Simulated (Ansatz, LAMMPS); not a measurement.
# Elastic response of glassy 57SiO2-27Al2O3-16BaO (mol %) (149 atoms)

Aim: relax glassy 57SiO2-27Al2O3-16BaO (mol %) (149 atoms), then change its volume to read the bulk modulus from the stress.

Method: Kohn-Sham DFT, PBE, PAW (set soft_1), plane waves; PAW set soft_1, in Ansatz 0.2.0.

### Step 1. Starting point

The cell holds 149 atoms: 25 Si, 24 Al, 7 Ba and 93 O. Its edges and angles: a = 12.759 Å, b = 12.759 Å, c = 12.759 Å, α = 90.0°, β = 90.0°, γ = 90.0°. 149 atoms (25 Si, 24 Al, 7 Ba, 93 O) placed at random at 3.04 g/cm³, melted at 4000 K for 10 ps at fixed volume with the Morse and Coulomb pair potential with partial charges (Pedone, Malavasi, Menziani, Cormack and Segre, J. Phys. Chem. B 110, 11780 (2006)). Quenched from 4000 K to 300 K at 25 K/ps and fixed volume, held 5 ps.

What the set-up can't give: The quench rate of 25 K/ps is orders of magnitude faster than experiment, which tends to freeze in extra defects. The network of bonds at the start is that of the classical potential that made the cell, and needn't be the one that DFT or experiment would give. The Brillouin zone is sampled at Γ only. Spin–orbit coupling is left out, which matters for the levels of the heavy elements.

### Step 2. Single point at the start

The forces at the start show how far the geometry lies from a minimum of this functional.

Input file input.yaml:

```yaml
crystal:
  lattice:
    - [12.7591, 0.0, 0.0]
    - [0.0, 12.7591, 0.0]
    - [0.0, 0.0, 12.7591]
  atoms:
    - { symbol: Si, position: [0.40445, 0.16267, 0.43827] }
    - { symbol: Si, position: [0.801, 0.14828, 0.72895] }
    - { symbol: Si, position: [0.16423, 0.42629, 0.32439] }
    - { symbol: Si, position: [0.27396, 0.09871, 0.99365] }
    - { symbol: Si, position: [0.89707, 0.41423, 0.58932] }
    - { symbol: Si, position: [0.45559, 0.5258, 0.01046] }
    - { symbol: Si, position: [0.67217, 0.58575, 0.66039] }
    - { symbol: Si, position: [0.01274, 0.56109, 0.19372] }
    - { symbol: Si, position: [0.76419, 0.5558, 0.21558] }
    - { symbol: Si, position: [0.87214, 0.73477, 0.71927] }
    - { symbol: Si, position: [0.0909, 0.28665, 0.52109] }
    - { symbol: Si, position: [0.88958, 0.80232, 0.40472] }
    - { symbol: Si, position: [0.39511, 0.7581, 0.95095] }
    - { symbol: Si, position: [0.0498, 0.46776, 0.95364] }
    - { symbol: Si, position: [0.6683, 0.97556, 0.84433] }
    - { symbol: Si, position: [0.62765, 0.07877, 0.46338] }
    - { symbol: Si, position: [0.63584, 0.54577, 0.42865] }
    - { symbol: Si, position: [0.30246, 0.08771, 0.23723] }
    - { symbol: Si, position: [0.49049, 0.24325, 0.71856] }
    - { symbol: Si, position: [0.89934, 0.199, 0.08668] }
    - { symbol: Si, position: [0.01759, 0.17677, 0.85694] }
    - { symbol: Si, position: [0.08206, 0.6187, 0.75914] }
    - { symbol: Si, position: [0.09677, 0.9912, 0.72777] }
    - { symbol: Si, position: [0.25425, 0.89139, 0.37064] }
    - { symbol: Si, position: [0.74037, 0.38458, 0.05051] }
    - { symbol: Al, position: [0.27124, 0.3589, 0.92237] }
    - { symbol: Al, position: [0.1731, 0.82108, 0.86839] }
    - { symbol: Al, position: [0.28051, 0.48651, 0.69695] }
    - { symbol: Al, position: [0.01725, 0.59638, 0.4716] }
    - { symbol: Al, position: [0.4509, 0.39226, 0.52221] }
    - { symbol: Al, position: [0.79444, 0.98674, 0.04755] }
    - { symbol: Al, position: [0.92954, 0.84203, 0.94472] }
    [... 111 atom lines left out ...]
    - { symbol: O, position: [0.97363, 0.66298, 0.69367] }
    - { symbol: O, position: [0.82088, 0.83797, 0.64011] }
    - { symbol: O, position: [0.16028, 0.04919, 0.00211] }
    - { symbol: O, position: [0.07526, 0.50564, 0.28916] }
    - { symbol: O, position: [0.34753, 0.83986, 0.43112] }
    - { symbol: O, position: [0.57071, 0.01037, 0.91233] }
kpoints:
  mp_grid: { grid: [1, 1, 1] }
hamiltonian:
  xc: pbe
  pseudopotentials: { kind: paw, azcp: { folder: soft_1 } }
scf:
  occupations: { method: gaussian, width: 0.025 }
output:
  forces: true
```

Launch:

```bash
$ ansatz run input.yaml --threads 4 --pin off --max-ram 8192MiB --backend cpu --events-out ev --progress --plain --runs-dir out
```

Log:

```text
Engine: ansatz 0.2.0, aarch64-unknown-linux-gnu
Pseudopotentials: kind: paw
Pseudopotential: Si, paw, valence charge 4, recommended cutoff 420 eV (normal), soft_1/Si.paw.azcp
Pseudopotential: Al, paw, valence charge 3, recommended cutoff 420 eV (normal), soft_1/Al.paw.azcp
Pseudopotential: Ba, paw, valence charge 10, recommended cutoff 420 eV (normal), soft_1/Ba.paw.azcp
Pseudopotential: O, paw, valence charge 6, recommended cutoff 420 eV (normal), soft_1/O.paw.azcp
[... 5 lines on functional and potentials left out ...]
Crystal: 149 atoms, lattice volume = 2077.113 Å³
Basis set: ecut = 420 eV, 40651 PW (Γ), exchange–correlation on 180×180×180 points (8 copies of the dense FFT grid, shifted against one another)
Bands: 549, of which v1, the nominal top of the filled ones, is band 400 counted from 1 (399 counted from 0)
Symmetry: 1 space group operations
Space group: P1 (ITA 1), of the structure as read, at distance tolerance 1.3e-4 Å
k-points: 1
[... 9 lines on functional and potentials left out ...]
Initial density: superposition of atomic densities (chi_scale 0.1, normalization cell, long waves 18 % of neutral atoms (reshape's long-wave potential 1.18 eV rms, cloud 2.81 Å wide))
Initial wavefunctions: pseudopotential atomic-orbital guess
Functional: x = pbe(κ = 0.804, μ = 0.219515), c = pbe(β = 0.066725)
SCF iter   1: F=—  HF=-123472.933355 eV  |F-HF|=—  |Δ(HF+E_count)|=         —  Δρ=1.07e-1  dr2=2.67e2  ethr=3.10e-3  ⟨swp⟩=7.0  Hψ=2680  notcnv=0  defer=134
preconditioner: auto → Resta (q_TF=auto, 2.327 Å⁻¹)  ε∞=3.7  [insulator: Δε(μ)=0.555 eV  Ē_g=13.817 eV  σ=0.025 eV  W_gap=1.00  n_scr=460 (ndim 8)  ℏωp=22.8 eV  f_vac=0.034  D(μ)=0.00/eV (n_scr^D=0)  ε∞_Penn≈3.7]
SCF iter   2: F=—  HF=-123403.751751 eV  |F-HF|=—  |Δ(HF+E_count)|=    6.92e1  Δρ=4.07e-2  dr2=3.94e1  ethr=3.10e-3  ⟨swp⟩=3.0  Hψ=1320  notcnv=0  defer=141
SCF iter   3: F=—  HF=-123395.516658 eV  |F-HF|=—  |Δ(HF+E_count)|=    8.24e0  Δρ=1.85e-2  dr2=1.15e1  ethr=3.10e-3  ⟨swp⟩=6.0  Hψ=1271  notcnv=0  defer=56
automatic band count: iteration 3 solves 464 bands in place of 549: the levels show a gap, and the empty bands left out lie too high to hold charge; the band table lists the bands solved (type scf.n_extra_bands for more)
SCF iter   4: F=—  HF=-123393.164051 eV  |F-HF|=—  |Δ(HF+E_count)|=    2.35e0  Δρ=6.20e-3  dr2=7.08e-1  ethr=1.44e-3  ⟨swp⟩=3.0  Hψ=844  notcnv=0  defer=60
SCF iter   5: F=—  HF=-123393.197208 eV  |F-HF|=—  |Δ(HF+E_count)|=   3.32e-2  Δρ=3.06e-3  dr2=1.97e-1  ethr=8.85e-5  ⟨swp⟩=5.0  Hψ=731  notcnv=0  defer=60
SCF iter   6: F=—  HF=-123393.225388 eV  |F-HF|=—  |Δ(HF+E_count)|=   2.82e-2  Δρ=9.96e-4  dr2=2.66e-2  ethr=2.46e-5  ⟨swp⟩=4.0  Hψ=852  notcnv=0  defer=60
SCF iter   7: F=—  HF=-123393.237752 eV  |F-HF|=—  |Δ(HF+E_count)|=   1.24e-2  Δρ=5.96e-4  dr2=6.62e-3  ethr=3.33e-6  ⟨swp⟩=2.0  Hψ=801  notcnv=0  defer=60
SCF iter   8: F=—  HF=-123393.238230 eV  |F-HF|=—  |Δ(HF+E_count)|=   4.78e-4  Δρ=1.09e-4  dr2=4.25e-4  ethr=8.27e-7  ⟨swp⟩=2.0  Hψ=723  notcnv=0  defer=60
SCF iter   9: F=—  HF=-123393.238653 eV  |F-HF|=—  |Δ(HF+E_count)|=   4.23e-4  Δρ=8.29e-5  dr2=1.18e-4  ethr=5.32e-8  ⟨swp⟩=2.0  Hψ=801  notcnv=0  defer=60
SCF iter  10: F=—  HF=-123393.238658 eV  |F-HF|=—  |Δ(HF+E_count)|=   4.73e-6  Δρ=2.33e-5  dr2=1.18e-5  ethr=1.48e-8  ⟨swp⟩=2.0  Hψ=797  notcnv=0  defer=60
SCF iter  11: F=—  HF=-123393.238707 eV  |F-HF|=—  |Δ(HF+E_count)|=   4.90e-5  Δρ=9.87e-6  dr2=1.86e-6  ethr=1.47e-9  ⟨swp⟩=2.0  Hψ=857  notcnv=0  defer=60
SCF iter  12: F=—  HF=-123393.238707 eV  |F-HF|=—  |Δ(HF+E_count)|=   3.59e-7  Δρ=5.19e-6  dr2=4.94e-7  ethr=2.32e-10  ⟨swp⟩=2.0  Hψ=797  notcnv=0  defer=60
SCF iter  13: F=-123393.238707 eV  HF=-123393.238707 eV  |F-HF|=2.06e-8  |Δ(HF+E_count)|=   2.81e-8  Δρ=1.66e-6  dr2=5.44e-8  ethr=1.25e-11  ⟨swp⟩=3.0  Hψ=1816  notcnv=0
SCF 1 converged in 13 iterations: F = -123393.238707 eV  dr2 = 5.44e-8
  greatest PAW one-centre occupation: 0.955 electrons in one spin orbital (limit 2), on the Ba atom at site 53 (counted from 0), in its partial waves of l = 0
SCF converged after 13 iterations
Free energy (F): -123393.238707 eV
Harris-Foulkes:  -123393.238707 eV  (|F-HF|=2.06e-8)
Internal energy: -123393.238707 eV  (E = F + TS)
E sigma→0 (E₀):  -123393.238707 eV
Fermi energy:    5.971341 eV
--- Per-component energies (eV) ---
  E_band       = -2832.498911
  E_kinetic    = 18799.459807
  E_local      = -50888.849277  (includes V_loc(G=0)·N_el)
  E_nonlocal   = 6324.248783
  E_hartree    = 19443.648028
  E_xc         = -10446.658853
  E_vxc        = -11396.216064  (∫ρ·V_xc dr)
  E_paw        = -75646.279248  (= ΣΔE_a)
  E_vpaw       = -4558.511937  (= ΣTr[D̂ρ^β])
  E_aug_tail   = 0.074874  (compensation charges beyond the density's cutoff)
  E_ewald      = -30978.882820
  E_smearing   = -0.000000  (= −TS)
  E_closure    = -0.000000  (closes the sum)
  Σ components = -123393.238707   (vs F -123393.238707, Δ=0.00e0)
--- Forces (eV/Å), atoms counted from 1 ---
  atom   1  Si    -0.27665938    -1.56211498    -1.73268686
  atom   2  Si     1.66094534    -0.92220737     0.69415018
  atom   3  Si    -0.02573184    -0.98873250     2.92388248
  atom   4  Si     0.63552570     0.38757437     1.98759693
  atom   5  Si    -1.14059479    -2.81820232    -0.16691980
  atom   6  Si     1.42639214     1.82352723    -1.99232449
  atom   7  Si     0.41760375     0.03817452     0.57262374
  atom   8  Si    -1.67410174     0.43423466    -1.17404364
  atom   9  Si     2.48850006    -0.07142046    -0.35129705
  atom  10  Si    -1.50150774     0.44921205    -3.26594842
  atom  11  Si     0.30163672     1.39250860     0.13151740
  atom  12  Si    -2.80359055     4.54719287    -1.34264748
  atom  13  Si     1.04547422     0.13759560    -0.15070602
  atom  14  Si    -1.30021083     1.24453995     1.27678588
[...]
atom 148  O      2.62032285    -1.75175225     1.48671274
  atom 149  O     -1.89175713     1.04490245    -0.08867068
  max |Σ_I F_I| component: 1.23e-4 eV/Å
```

Wall time 36 s (4 threads of Arm Neoverse V2, shared host); peak memory 3.1 GiB; 2.3 min of CPU time.

The r.m.s. force at the start is 1.2 eV/Å.

### Step 3. Cell and atoms relaxed

The cell is relaxed with the atoms, since the starting lattice needn't suit this functional.

Input file input.yaml:

```yaml
crystal:
  lattice:
    - [12.7591, 0.0, 0.0]
    - [0.0, 12.7591, 0.0]
    - [0.0, 0.0, 12.7591]
  atoms:
    [... the 149 atom lines of step 2 ...]
kpoints:
  mp_grid: { grid: [1, 1, 1] }
hamiltonian:
  xc: pbe
  pseudopotentials: { kind: paw, azcp: { folder: soft_1 } }
scf:
  occupations: { method: gaussian, width: 0.025 }
output:
  forces: true
relax:
  f_tol: 0.05
  max_steps: 150
  cell: {}
```

Log:

```text
[...]
Crystal: 149 atoms, lattice volume = 2077.113 Å³
Basis set: ecut = 420 eV, 40651 PW (Γ), exchange–correlation on 180×180×180 points (8 copies of the dense FFT grid, shifted against one another)
Bands: 549, of which v1, the nominal top of the filled ones, is band 400 counted from 1 (399 counted from 0)
Symmetry: 1 space group operations
[...]
k-points: 1
[...]
SCF iter   1: F=—  HF=-123472.933355 eV  |F-HF|=—  |Δ(HF+E_count)|=         —  Δρ=1.07e-1  dr2=2.67e2  ethr=3.10e-3  ⟨swp⟩=7.0  Hψ=2680  notcnv=0  defer=134
[...]
SCF iter  13: F=-123393.238707 eV  HF=-123393.238707 eV  |F-HF|=2.50e-9  |Δ(HF+E_count)|=   7.64e-8  Δρ=1.37e-6  dr2=5.00e-8  ethr=1.25e-11  ⟨swp⟩=4.0  Hψ=1665  notcnv=0
SCF 1 converged in 13 iterations: F = -123393.238707 eV  dr2 = 5.00e-8
[...]
relax step   1: F+E_penalty+E_count = -123393.23870741 eV  Δ(F+E_penalty+E_count) = +0.000e0 eV  max|allowed force component| = 5.485e0 eV/Å  Δτ_max = 0.0000 Å  P = +3.928 GPa  Ω = 2077.113 Å³  (13 SCF iters, dr2 threshold 1.00e-7 eV, accepted)
[... from here on, the SCF cycles and remarks between the steps are left out ...]
relax step   2: F+E_penalty+E_count = -123399.25528583 eV  Δ(F+E_penalty+E_count) = -6.017e0 eV  max|allowed force component| = 3.138e0 eV/Å  Δτ_max = 0.1950 Å  P = +2.242 GPa  Ω = 2073.215 Å³  energy of the carried Pulay correction = +7.481e-3 eV  (7 SCF iters, dr2 threshold 1.49e-5 eV, accepted)
relax step   3: F+E_penalty+E_count = -123403.90338285 eV  Δ(F+E_penalty+E_count) = -4.648e0 eV  max|allowed force component| = 8.442e-1 eV/Å  Δτ_max = 0.1945 Å  P = +0.013 GPa  Ω = 2061.188 Å³  energy of the carried Pulay correction = +3.065e-2 eV  (8 SCF iters, dr2 threshold 1.49e-5 eV, accepted)
relax step   4: F+E_penalty+E_count = -123404.83354091 eV  Δ(F+E_penalty+E_count) = -9.302e-1 eV  max|allowed force component| = 6.078e-1 eV/Å  Δτ_max = 0.2000 Å  P = +0.048 GPa  Ω = 2046.508 Å³  energy of the carried Pulay correction = +5.912e-2 eV  (7 SCF iters, dr2 threshold 1.49e-5 eV, accepted)
relax step   5: F+E_penalty+E_count = -123405.54561950 eV  Δ(F+E_penalty+E_count) = -7.121e-1 eV  max|allowed force component| = 5.791e-1 eV/Å  Δτ_max = 0.1901 Å  P = -0.099 GPa  Ω = 2032.280 Å³  energy of the carried Pulay correction = +8.690e-2 eV  (7 SCF iters, dr2 threshold 1.49e-5 eV, accepted)
relax step   6: F+E_penalty+E_count = -123405.97660046 eV  Δ(F+E_penalty+E_count) = -4.310e-1 eV  max|allowed force component| = 4.780e-1 eV/Å  Δτ_max = 0.2000 Å  P = -0.020 GPa  Ω = 2023.788 Å³  energy of the carried Pulay correction = +1.036e-1 eV  (7 SCF iters, dr2 threshold 1.49e-5 eV, accepted)
relax step   7: F+E_penalty+E_count = -123406.15224629 eV  Δ(F+E_penalty+E_count) = -1.756e-1 eV  max|allowed force component| = 9.004e-1 eV/Å  Δτ_max = 0.1951 Å  P = -0.031 GPa  Ω = 2018.801 Å³  energy of the carried Pulay correction = +1.134e-1 eV  (7 SCF iters, dr2 threshold 1.43e-5 eV, accepted)
relax step   8: F+E_penalty+E_count = -123406.42186435 eV  Δ(F+E_penalty+E_count) = -2.696e-1 eV  max|allowed force component| = 3.294e-1 eV/Å  Δτ_max = 0.2000 Å  P = -0.029 GPa  Ω = 2016.677 Å³  energy of the carried Pulay correction = +1.176e-1 eV  (7 SCF iters, dr2 threshold 1.49e-5 eV, accepted)
relax step   9: F+E_penalty+E_count = -123406.51524347 eV  Δ(F+E_penalty+E_count) = -9.338e-2 eV  max|allowed force component| = 1.520e-1 eV/Å  Δτ_max = 0.2000 Å  P = -0.003 GPa  Ω = 2013.304 Å³  energy of the carried Pulay correction = +1.243e-1 eV  (7 SCF iters, dr2 threshold 6.78e-6 eV, accepted)
relax step  10: F+E_penalty+E_count = -123406.54731098 eV  Δ(F+E_penalty+E_count) = -3.207e-2 eV  max|allowed force component| = 9.525e-2 eV/Å  Δτ_max = 0.1671 Å  P = +0.014 GPa  Ω = 2011.358 Å³  energy of the carried Pulay correction = +1.281e-1 eV  (8 SCF iters, dr2 threshold 1.44e-6 eV, accepted)
relax step  11: F+E_penalty+E_count = -123406.54706968 eV  Δ(F+E_penalty+E_count) = +2.413e-4 eV  max|allowed force component| = 8.563e-2 eV/Å  Δτ_max = 0.1015 Å  P = -0.014 GPa  Ω = 2013.001 Å³  energy of the carried Pulay correction = +1.249e-1 eV  (8 SCF iters, dr2 threshold 5.67e-7 eV, accepted)
relax step  12: F+E_penalty+E_count = -123406.56062054 eV  Δ(F+E_penalty+E_count) = -1.355e-2 eV  max|allowed force component| = 3.593e-2 eV/Å  Δτ_max = 0.0685 Å  P = +0.029 GPa  Ω = 2011.586 Å³  energy of the carried Pulay correction = +1.277e-1 eV  (8 SCF iters, dr2 threshold 4.58e-7 eV, accepted)
relax step  13: F+E_penalty+E_count = -123406.56077443 eV  Δ(F+E_penalty+E_count) = -1.539e-4 eV  max|allowed force component| = 3.509e-2 eV/Å  Δτ_max = 0.0488 Å  P = -0.016 GPa  Ω = 2012.244 Å³  energy of the carried Pulay correction = +1.264e-1 eV  (9 SCF iters, dr2 threshold 6.38e-9 eV, accepted)
relax step  14: F+E_penalty+E_count = -123406.49066047 eV  Δ(F+E_penalty+E_count) = +7.011e-2 eV  max|allowed force component| = 3.517e-2 eV/Å  Δτ_max = 0.0000 Å  P = -0.090 GPa  Ω = 2012.244 Å³  stress off target by 1.71e-1 GPa  SCF on the basis re-selected at this cell (its energy is not comparable with the rows above)  (7 SCF iters)
relax step  15: F+E_penalty+E_count = -123406.50032090 eV  Δ(F+E_penalty+E_count) = -9.660e-3 eV  max|allowed force component| = 4.067e-2 eV/Å  Δτ_max = 0.0225 Å  P = +0.091 GPa  Ω = 2008.463 Å³  energy of the carried Pulay correction = +7.595e-3 eV  (8 SCF iters, dr2 threshold 7.35e-8 eV, accepted)
relax step  16: F+E_penalty+E_count = -123406.49883668 eV  Δ(F+E_penalty+E_count) = +1.484e-3 eV  max|allowed force component| = 3.130e-2 eV/Å  Δτ_max = 0.0169 Å  P = +0.002 GPa  Ω = 2009.712 Å³  energy of the carried Pulay correction = +5.091e-3 eV  (8 SCF iters, dr2 threshold 4.29e-8 eV, accepted)
relax step  17: F+E_penalty+E_count = -123406.49483531 eV  Δ(F+E_penalty+E_count) = +4.001e-3 eV  max|allowed force component| = 3.127e-2 eV/Å  Δτ_max = 0.0000 Å  P = -0.001 GPa  Ω = 2009.712 Å³  stress off target by 1.77e-2 GPa  SCF on the basis re-selected at this cell (its energy is not comparable with the rows above)  (6 SCF iters)
[...]
SCF converged after 6 iterations
Free energy (F): -123406.494835 eV
[...]
Internal energy: -123406.494835 eV  (E = F + TS)
E sigma→0 (E₀):  -123406.494835 eV
Fermi energy:    6.231212 eV
[...]
--- Forces (eV/Å), atoms counted from 1 ---
  atom   1  Si    -0.00840636     0.00035384     0.00329336
  atom   2  Si     0.00862533     0.00567675     0.00209261
  atom   3  Si    -0.01315373     0.00928474    -0.00894388
  atom   4  Si     0.00421176    -0.00542220     0.00520993
  atom   5  Si     0.00555185    -0.00635703     0.00849887
  atom   6  Si     0.00077755     0.00260725     0.00111314
  atom   7  Si    -0.00227178     0.01414220     0.00653975
  atom   8  Si     0.01482899    -0.00394476    -0.00560565
  atom   9  Si    -0.00192675     0.00942321    -0.00699853
  atom  10  Si     0.00425695    -0.00660557     0.01145773
  atom  11  Si     0.02101131     0.00313455     0.00311808
  atom  12  Si     0.01149280     0.00456197    -0.00414483
  atom  13  Si    -0.01347665     0.01190746     0.01207448
  atom  14  Si    -0.00405071     0.00672908     0.00415065
[...]
atom 148  O      0.00767870    -0.00529558     0.00839338
  atom 149  O      0.00405648    -0.00154445    -0.00347703
  max |Σ_I F_I| component: 4.74e-6 eV/Å
--- Stress (GPa, compression-positive) ---
       -0.000705       0.002035      -0.007044
        0.002042       0.011161      -0.003425
       -0.007044      -0.003420      -0.014580
  P = ⅓ Tr σ = -0.0014 GPa (-0.014 kbar)
--- Relaxed structure (15 steps of the walk, 15 accepted, 2 SCFs on fresh bases) ---
  F+E_penalty+E_count = -123406.49483531 eV   max|allowed force component| = 3.127e-2 eV/Å   (the final SCF, on the basis selected at the relaxed cell)
  cell:  # Å, volume = 2009.7119 Å³
    - [12.423579, -0.016179, -0.073133]
    - [-0.016179, 13.052216, -0.000236978]
    - [-0.073133, -0.000236978, 12.394203]
  atoms:
    - { symbol: Si, position: [0.404081, 0.163556, 0.441982] }
    - { symbol: Si, position: [0.808734, 0.137430, 0.734746] }
    - { symbol: Si, position: [0.161592, 0.433207, 0.326303] }
    - { symbol: Si, position: [0.288083, 0.114936, 0.999568] }
[...]
- { symbol: O, position: [0.556268, -0.018409, 0.896491] }
```

It took 8.1 min on 4 threads; peak memory 3.2 GiB; 32 min of CPU time.

The relaxation converged after 15 steps, with a largest force component of 0.031 eV/Å.

(Part 1 of 3 ends here.)

[Long decimals in the printed logs are rounded to 6 places.]

[Logs are printed without paths, hosts, clocks, repeated set-up lines and the standing remarks that a program may print on its own settings, such as how far it seeks lower states.]

[Hosts, paths, dates, database ids (printed as entryN), source tags and the programs' standing remarks are cut or masked in the printed files.]
